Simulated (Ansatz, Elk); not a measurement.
**How far do independent atoms describe Ba2Nb3?**

Structure refinements treat a crystal as free atoms side by side. For a made-up structure of Ba2Nb3 (cell and positions from a PBEsol relaxation) the runs below show what the calculated density changes in F(hkl).

Main program and level: Elk 11.2.3 (patched build); DFT, PBE, all-electron APW+lo, Dirac cores, scalar-relativistic bands, static density, no spin.

The structure was built from a prototype and need not be the compound's stable phase.

## 1. The structure

It takes space group Immm (No. 71, orthorhombic). Conventional cell: a = 4.395 Å, b = 5.408 Å, c = 12.009 Å, α = 90.00°, β = 90.00°, γ = 90.00°. Nearest to Ba lie 8 Nb at 3.59 to 3.75 Å and 4 Ba at 3.62 Å. Nearest to Nb lie 4 Nb at 2.60 to 2.77 Å and 6 Ba at 3.59 to 3.75 Å. Nearest to Nb lie 4 Nb at 2.60 Å and 4 Ba at 3.69 Å. Farther neighbours are not listed.

Structure file:

```cif
data_structure
_symmetry_space_group_name_H-M 'Immm'
_symmetry_Int_Tables_number 71
_cell_length_a 4.3952
_cell_length_b 5.4078
_cell_length_c 12.0087
_cell_angle_alpha 90.000
_cell_angle_beta 90.000
_cell_angle_gamma 90.000
_cell_volume 285.42
loop_
_atom_site_label
_atom_site_type_symbol
_atom_site_symmetry_multiplicity
_atom_site_Wyckoff_symbol
_atom_site_fract_x
_atom_site_fract_y
_atom_site_fract_z
_atom_site_occupancy
Ba1 Ba 4 j 0.00000 0.50000 0.79047 1
Nb1 Nb 4 h 0.50000 0.25620 0.00000 1
Nb2 Nb 2 a 0.00000 0.00000 0.00000 1
```

## 2. Ground state and structure factors

An all-electron density is needed, since X-rays see the cores too. Task 0 finds the density and task 195 Fourier-transforms it; tshift is off so that phases refer to the origin typed.

elk.in reads:

```
tasks
  0
  195

xctype
  20

spinpol
  .false.

rgkmax
  7.0

gmaxvr
  14.0

lmaxo
  7

lmaxapw
  8

swidth
  0.002

tshift
  .false.

ramdisk
  .false.

hmaxvr
  5.5

maxscl
  120

epspot
  1e-06

sppath
  './'

avec
  -4.15283380646 5.10961013064 11.34660248227
  4.15283380646 -5.10961013064 11.34660248227
  4.15283380646 5.10961013064 -11.34660248227

atoms
  2
  'Ba.in'
  2
  0.2904728607 0.7904728607 0.5000000000   0.000000 0.000000 0.000000
  0.7095271393 0.2095271393 0.5000000000   0.000000 0.000000 0.000000
  'Nb.in'
  3
  0.2562002058 0.5000000000 0.7562002058   0.000000 0.000000 0.000000
  0.7437997942 0.5000000000 0.2437997942   0.000000 0.000000 0.000000
  -0.0000000000 -0.0000000000 0.0000000000   0.000000 0.000000 0.000000

ngridk
  7 7 7
```

The run is started by

```sh
$ OMP_NUM_THREADS=4 elk
```

Numbers of over 12 decimals in the logs are rounded to 6 here.

Output:

```text
┌─────────────────────────┐
│ Elk code version 11.2.3 │
└─────────────────────────┘

All units are atomic (Hartree, Bohr, etc.)

┌─────────────────────────────────────────────────┐
│ Ground-state run starting from atomic densities │
└─────────────────────────────────────────────────┘

Lattice vectors :
  -4.152833806       5.109610131       11.34660248
   4.152833806      -5.109610131       11.34660248
   4.152833806       5.109610131      -11.34660248

Reciprocal lattice vectors :
 -0.1243841221E-16  0.6148399923      0.2768751843
  0.7564937101     -0.4137084819E-17  0.2768751843
  0.7564937101      0.6148399923      0.8903289134E-17

Unit cell volume      :    963.0706480
Brillouin zone volume :   0.2575618040

Muffin-tin inner radius fraction :   0.1000000000E-01

Nuclei treated as point charges

Species : 1 (Ba)
 parameters loaded from : Ba.in
 name : barium
 nuclear charge    :   -56.00000000
 electronic charge :    56.00000000
 atomic mass :    250331.8071
 muffin-tin radius :    2.800000000
 number of radial points in muffin-tin :   1393
 inner part over the whole radius :   0.9950032293E-02
 number on inner part of muffin-tin    :    996
 approximate nuclear radius :   0.9171481901E-04
 number of mesh points to nuclear radius :    504
 atomic positions (lattice), magnetic fields (Cartesian) :
  1 :   0.29047286 -0.20952714  0.50000000    0.00000000  0.00000000  0.00000000
  2 :  -0.29047286  0.20952714  0.50000000    0.00000000  0.00000000  0.00000000

Species : 2 (Nb)
 parameters loaded from : Nb.in
 name : niobium
 nuclear charge    :   -41.00000000
 electronic charge :    41.00000000
 atomic mass :    169357.9704
 muffin-tin radius :    2.429629482
 number of radial points in muffin-tin :   1193
 inner part over the whole radius :   0.9995136074E-02
 number on inner part of muffin-tin    :    847
 approximate nuclear radius :   0.8268951942E-04
 number of mesh points to nuclear radius :    420
 atomic positions (lattice), magnetic fields (Cartesian) :
  1 :   0.25620021  0.50000000 -0.24379979    0.00000000  0.00000000  0.00000000
  2 :  -0.25620021  0.50000000  0.24379979    0.00000000  0.00000000  0.00000000
  3 :   0.00000000  0.00000000  0.00000000    0.00000000  0.00000000  0.00000000

Total number of atoms per unit cell :    5
Total muffin-tin volume :    364.1358602
 ratio of muffin-tin to unit cell volume :   0.3780988040

Spin treatment :
 spin-unpolarised

Number of Bravais lattice symmetries :    8
Number of crystal symmetries         :    8
Crystal has inversion symmetry
Real symmetric eigensolver will be used

k-point grid :      7     7     7
k-point offset :    0.000000000       0.000000000       0.000000000
k-point set is reduced with full crystal symmetry group
Total number of k-points :       64

Muffin-tin radius times maximum |G+k| :    7.000000000
 using average radius
Maximum |G+k| for APW functions       :    2.715517335
Maximum (1/2)|G+k|²                   :    3.687017197
Maximum |G| for potential and density :    14.00000000
Constant for pseudocharge density :   10
 order of it for each species :   17  17
 order of it for pair densities of each species (exact exchange by exxq0 0: 18) :   12   8
Radial integration step length :    1

G-vector grid sizes :     60    60    60
Number of G-vectors :    44655

Maximum angular momentum used for
 APW functions            :    8
 outer part of muffin-tin :    7
 inner part of muffin-tin :    2

Total nuclear charge    :   -235.0000000
Total core charge       :    156.0000000
Total valence charge    :    79.00000000
Total excess charge     :    0.000000000
Total electronic charge :    235.0000000

Effective Wigner radius, rₛ :   0.9927362757

Number of empty states         :     20
Total number of valence states :     60
Total number of core states    :    156

Third-order local-orbitals added for an l without core states : T
Total number of local-orbitals :     90

Exchange-correlation functional :     20     0     0
[...]
Hartree                     :      8463.1941881208
 Madelung                    :     -33677.480383287
 xc potential                :     -985.62294583957
 exchange                    :     -741.02819444176
 correlation                 :     -12.482370050461
 electron entropic           :    -0.22927369231111E-02
 total energy                :     -27741.578668229

Density of states at Fermi energy :    175.9590240
 (states/Hartree/unit cell)

Estimated indirect band gap :   0.2852035781E-03
 from k-point 49 to k-point 9
Estimated direct band gap   :   0.3205886835E-03
 at k-point 49

Charges :
 core                        :    156.0000000
 valence                     :    79.00000000
 interstitial                :    11.31158134
 muffin-tins (core leakage)
  species : 1 (Ba)
   atom 1                    :    53.80018913     (  0.5196589882E-05)
[...]
species : 2 (Nb)
[...]
total in muffin-tins        :    223.6884187
 total calculated charge     :    234.9998574
 total charge                :    235.0000000
 error                       :   0.1425702838E-03

RMS change in Kohn-Sham potential (target) :   0.1096415231     (  0.1000000000E-05)
Absolute change in total energy (target)   :   0.1446957318     (  0.1000000000E-03)

[... loops 3 to 16 left out ...]

┌──────────────────┐
│ Loop number : 17 │
└──────────────────┘

Energies :
 Fermi                       :     0.294599
 sum of occupied eigenvalues :     -16818.968368636
 electron kinetic            :      29238.837191826
 core electron kinetic       :      28464.416998974
 Coulomb                     :     -56224.736182912
 Coulomb potential           :     -45073.990208874
 nuclear-nuclear             :     -2727.5049809553
 electron-nuclear            :     -61975.249298973
 Hartree                     :      8478.0180970162
 Madelung                    :     -33687.741078475
 xc potential                :     -983.81535158829
 exchange                    :     -741.59003698857
 correlation                 :     -12.479671439429
 electron entropic           :    -0.22066266999829E-02
 total energy                :     -27739.970906141

Density of states at Fermi energy :    166.8465299
 (states/Hartree/unit cell)

Estimated indirect band gap :   0.2169623492E-03
 from k-point 48 to k-point 9
Estimated direct band gap   :   0.2164884111E-02
 at k-point 52

Charges :
 core                        :    156.0000000
 valence                     :    79.00000000
 interstitial                :    10.71081990
 muffin-tins (core leakage)
  species : 1 (Ba)
[...]
species : 2 (Nb)
[...]
total in muffin-tins        :    224.2891801
 total calculated charge     :    234.9999019
 total charge                :    235.0000000
 error                       :   0.9811874310E-04

RMS change in Kohn-Sham potential (target) :   0.1838519924E-06 (  0.1000000000E-05)
Absolute change in total energy (target)   :   0.8727417662E-04 (  0.1000000000E-03)

Convergence targets achieved

┌──────────────────┐
│ Loop number : 18 │
└──────────────────┘

Energies :
 Fermi                       :     0.294599
 sum of occupied eigenvalues :     -16818.968347673
 electron kinetic            :      29238.837212540
 core electron kinetic       :      28464.417012098
 Coulomb                     :     -56224.736186146
 Coulomb potential           :     -45073.990209317
 nuclear-nuclear             :     -2727.5049809553
 electron-nuclear            :     -61975.249303447
 Hartree                     :      8478.0180982563
 Madelung                    :     -33687.741081487
 xc potential                :     -983.81535089567
 exchange                    :     -741.59003709892
 correlation                 :     -12.479671430861
 electron entropic           :    -0.22066265352243E-02
 total energy                :     -27739.970888762

Density of states at Fermi energy :    166.8465085
 (states/Hartree/unit cell)

Estimated indirect band gap :   0.2169428452E-03
 from k-point 48 to k-point 9
Estimated direct band gap   :   0.2164877433E-02
 at k-point 52

Charges :
 core                        :    156.0000000
 valence                     :    79.00000000
 interstitial                :    10.71081962
 muffin-tins (core leakage)
  species : 1 (Ba)
[...]
species : 2 (Nb)
   atom 1                    :    38.88064658     (  0.3094798018E-05)
   atom 2                    :    38.88064658     (  0.3094798018E-05)
   atom 3                    :    38.93205557     (  0.3107373093E-05)
 total in muffin-tins        :    224.2891804
 total calculated charge     :    234.9999019
 total charge                :    235.0000000
 error                       :   0.9811887472E-04

┌──────────────────────────────┐
│ Self-consistent loop stopped │
└──────────────────────────────┘

Wrote STATE.OUT
```

Wall time 83 s (4 threads of Arm Neoverse V2, shared host); peak memory 0.3 GiB.

SFACRHO.OUT:

```text

h k l indices transformed by vhmat matrix:
   1.000000000       0.000000000       0.000000000    
   0.000000000       1.000000000       0.000000000    
   0.000000000       0.000000000       1.000000000    

      h      k      l  multipl.   |H|            Re(F)            Im(F)           |F|

      0      0      0      1   0.0000000       235.00000      0.14547178E-16   235.00000    
     -1     -1      1      2  0.55375037       24.061903      0.95970241E-13   24.061903    
     -1      0      0      4  0.67430563       8.9259259     -0.67082749E-14   8.9259259    
      0      1      0      4  0.80556974      -11.381874      0.85910136E-14   11.381874    
      0      0     -1      4  0.97483894      -58.622348     -0.20004492E-13   58.622348    
     -1     -2      2      4   1.0334249       97.533283     -0.20068634E-13   97.533283    
      2      2     -2      2   1.1075007       150.60287     -0.95313416E-13   150.60287    
      2      0     -1      8   1.1211380       117.77726      0.13425112E-13   117.77726    
      2      1     -2      4   1.1234863      -98.053408      0.11394537E-12   98.053408    
     -1      1     -1      2   1.2296800       58.694309      0.20886745E-13   58.694309    
      0     -2      2      4   1.3486113      -109.27048     -0.55123538E-13   109.27048    
     -2      1      0      8   1.4700529       114.49666      0.45915473E-13   114.49666    
      1      3     -2      8   1.4754216      -12.009397     -0.42001745E-17   12.009397    
     -1      1      1      2   1.5129874       177.69761      0.56339461E-13   177.69761    
     -3     -2      2      4   1.5147689      -53.227018      0.33353389E-13   53.227018    
     -2     -3      2      4   1.5775866       50.233987     -0.21748776E-12   50.233987    
      0      2      0      4   1.6111395       16.914411     -0.14876850E-13   16.914411    
      3      1     -1      4   1.6548930       14.071721      0.15329096E-12   14.071721
```

Elk indexes on the primitive cell of elk.in and gives |H| = 4π sin θ/λ in inverse bohr. Below, one row stands for each form hkl of the conventional cell (m members, Friedel mates merged), F is for one primitive cell and the density is static (no thermal factor). Free-atom factors are Waasmaier and Kirfel's, and R is Σm||F|−|F'||/Σm|F|.

```
hkl  m  sin θ/λ (Å⁻¹)  abs F, DFT  neutral atoms   diff.
002  2          0.083      24.062         24.264  -0.202
011  4          0.101       8.926          8.952  -0.026
101  4          0.121      11.382         11.449  -0.067
110  4          0.147      58.622         58.328  +0.295
013  4          0.155      97.533         97.539  -0.006
004  2          0.167     150.603        151.198  -0.595
112  8          0.169     117.777        118.001  -0.224
103  4          0.169      98.053         98.298  -0.244
020  2          0.185      58.694         58.278  +0.416
022  4          0.203     109.270        109.537  -0.267
121  8          0.221     114.497        115.376  -0.879
114  8          0.222      12.009         11.747  +0.263
200  2          0.228     177.698        178.546  -0.848
015  4          0.228      53.227         53.282  -0.055
105  4          0.237      50.234         50.193  +0.041
202  4          0.242      16.914         17.584  -0.670
024  4          0.249      14.072         13.871  +0.201
211  8          0.249       6.324          6.739  -0.416
006  2          0.250      85.892         86.029  -0.137
123  8          0.251      31.833         32.247  -0.414
213  8          0.276      81.558         81.731  -0.174
031  4          0.281      15.032         15.249  -0.217
```

## 3. The highest occupied states alone

An energy window below the Fermi level keeps the highest occupied states, to see at which angles they scatter; shallow core shells can lie inside it and anion s states outside. No new self-consistency is needed.

elk.in, as its differences from that of step 2:

```diff
@@ -1,3 +1,2 @@
 tasks
-  0
   195
@@ -40,2 +39,5 @@
 
+wsfac
+  -0.072890 0.594600
+
 sppath
```

The run is started by

```sh
$ OMP_NUM_THREADS=4 elk
```

Output:

```text
┌─────────────────────────────────┐
│ Elk code version 11.2.3 started │
└─────────────────────────────────┘

Info(readinput): the functional depends on the density's gradient
 muffin-tin radial points multiplied by    2.00000
 (not where nrmtscf is given)

┌────────────────────┐
│ Current task : 195 │
└────────────────────┘
Info(checkmt): changed muffin-tin radius of species 2 (Nb) from   2.6000 to   2.4296

Info(sfacrho): density structure factors written to SFACRHO.OUT

 Energy window :  -0.7289000000E-01  0.5946000000

┌──────────────────┐
│ Elk code stopped │
└──────────────────┘
```

Elapsed: 16 s, on 4 threads; peak memory 0.17 GiB; 20 s of CPU time.

States within 10 eV below the Fermi level hold 19.00 electrons; any levels below the window count with the cores. Their amplitudes can exceed the total, where window and core parts have opposite phase:

```
hkl  sin θ/λ (Å⁻¹)  abs F, window  abs F, all
002          0.083          9.337      24.062
011          0.101          2.545       8.926
101          0.121          2.253      11.382
110          0.147          1.568      58.622
013          0.155          1.520      97.533
004          0.167          3.582     150.603
112          0.169          1.324     117.777
103          0.169          1.187      98.053
020          0.185          0.540      58.694
022          0.203          0.786     109.270
```

## 4. Another functional

The difference from free atoms is small, so it is set against the change that LDA (Perdew-Wang) makes.

elk.in, as its differences from that of step 3:

```diff
@@ -1,2 +1,3 @@
 tasks
+  0
   195
@@ -4,3 +5,3 @@
 xctype
-  20
+  3
 
@@ -39,5 +40,2 @@
 
-wsfac
-  -0.072890 0.594600
-
 sppath
```

The run is started by

```sh
$ OMP_NUM_THREADS=4 elk
```

Output:

```text
┌─────────────────────────┐
│ Elk code version 11.2.3 │
└─────────────────────────┘

All units are atomic (Hartree, Bohr, etc.)

┌─────────────────────────────────────────────────┐
│ Ground-state run starting from atomic densities │
└─────────────────────────────────────────────────┘

Lattice vectors :
  -4.152833806       5.109610131       11.34660248
   4.152833806      -5.109610131       11.34660248
   4.152833806       5.109610131      -11.34660248

Reciprocal lattice vectors :
 -0.1243841221E-16  0.6148399923      0.2768751843
[...]
valence                     :    79.00000000
 interstitial                :    10.69837498
 muffin-tins (core leakage)
  species : 1 (Ba)
[...]
species : 2 (Nb)
[...]
atom 2                    :    38.88707487     ( -0.1721623249E-05)
   atom 3                    :    38.93813343     ( -0.1709172835E-05)
 total in muffin-tins        :    224.3016250
 total calculated charge     :    234.9999213
 total charge                :    235.0000000
 error                       :   0.7868797482E-04

┌──────────────────────────────┐
│ Self-consistent loop stopped │
└──────────────────────────────┘

Wrote STATE.OUT
[key lines of the parts left out:]
total energy                :     -27715.399439671
```

Run time: 56 s. Hardware: 4 threads; peak memory 0.22 GiB.

Against the first run R = 0.02 %; the largest change is +0.036 at 004.

## 5. Basis size

A smaller basis shows how fast F responds to it; the change is likely larger than the basis error of the first run, but doesn't show convergence.

elk.in, as its differences from that of step 4:

```diff
@@ -5,3 +5,3 @@
 xctype
-  3
+  20
 
@@ -11,3 +11,3 @@
 rgkmax
-  7.0
+  5.5
```

The run is started by

```sh
$ OMP_NUM_THREADS=4 elk
```

Output:

```text
┌─────────────────────────┐
│ Elk code version 11.2.3 │
└─────────────────────────┘

All units are atomic (Hartree, Bohr, etc.)

┌─────────────────────────────────────────────────┐
│ Ground-state run starting from atomic densities │
└─────────────────────────────────────────────────┘

Lattice vectors :
  -4.152833806       5.109610131       11.34660248
   4.152833806      -5.109610131       11.34660248
   4.152833806       5.109610131      -11.34660248

Reciprocal lattice vectors :
 -0.1243841221E-16  0.6148399923      0.2768751843
[...]
valence                     :    79.00000000
 interstitial                :    11.11172585
 muffin-tins (core leakage)
  species : 1 (Ba)
[...]
species : 2 (Nb)
[...]
atom 2                    :    38.76298289     (  0.3082065859E-05)
   atom 3                    :    38.82432005     (  0.3097118267E-05)
 total in muffin-tins        :    223.8882741
 total calculated charge     :    234.9999458
 total charge                :    235.0000000
 error                       :   0.5422707267E-04

┌──────────────────────────────┐
│ Self-consistent loop stopped │
└──────────────────────────────┘

Wrote STATE.OUT
[key lines of the parts left out:]
total energy                :     -27739.711149981
```

It took 65 s on 4 threads; peak memory 0.27 GiB.

Against the first run R = 0.07 %; the largest change is +0.217 at 040.

## 6. Settings against the effect

```
              run  R against the first run (%)  R against neutral atoms, low angle (%)  wall time
    PBE, rgkmax 7                         0.00                                    0.46       83 s
LDA (Perdew-Wang)                         0.02                                    0.46       56 s
       rgkmax 5.5                         0.07                                    0.53       65 s
```

## 7. Outcome

```
R against neutral atoms, sin θ/λ < 0.3 Å⁻¹ : 0.46 %
R against neutral atoms, 0.3 to 0.57 Å⁻¹   : 0.21 %
```

**Reading.** Independent neutral atoms miss the calculated amplitudes by R = 0.46 % below 0.3 Å⁻¹ and 0.21 % from there to 0.57 Å⁻¹; by shells, 0.54 % below 0.15 Å⁻¹ (4 forms), 0.46 % 0.15 to 0.3 (22 forms), 0.27 % 0.3 to 0.45 (54 forms), 0.15 % above 0.45 (69 forms). Bonding, aspherical density and the tables' own atoms all enter these figures, and the runs don't part them. The largest change of an amplitude is -0.88 electrons, at 121. The window's part falls from 19.0 electrons at the origin to at most 0.14 between 0.45 and 0.57 Å⁻¹. Below 0.3 Å⁻¹ the changes that finished (LDA (Perdew-Wang) and rgkmax 5.5) move F by R = 0.09 % at most, against the 0.46 % that separates it from free atoms. The k-mesh has no finished test. These runs have no spin, though d or f shells may be open. Part of the difference isn't bonding: the tables are fits to free atoms and ions calculated by other methods than this functional. Thermal motion, anomalous dispersion and extinction are left out.

[Logs are printed without paths, hosts, clocks, repeated set-up lines and the standing remarks that a program may print on its own settings, such as how far it seeks lower states.]

[Hosts, paths, dates, database ids (printed as entryN), source tags and the programs' standing remarks are cut or masked in the printed files.]
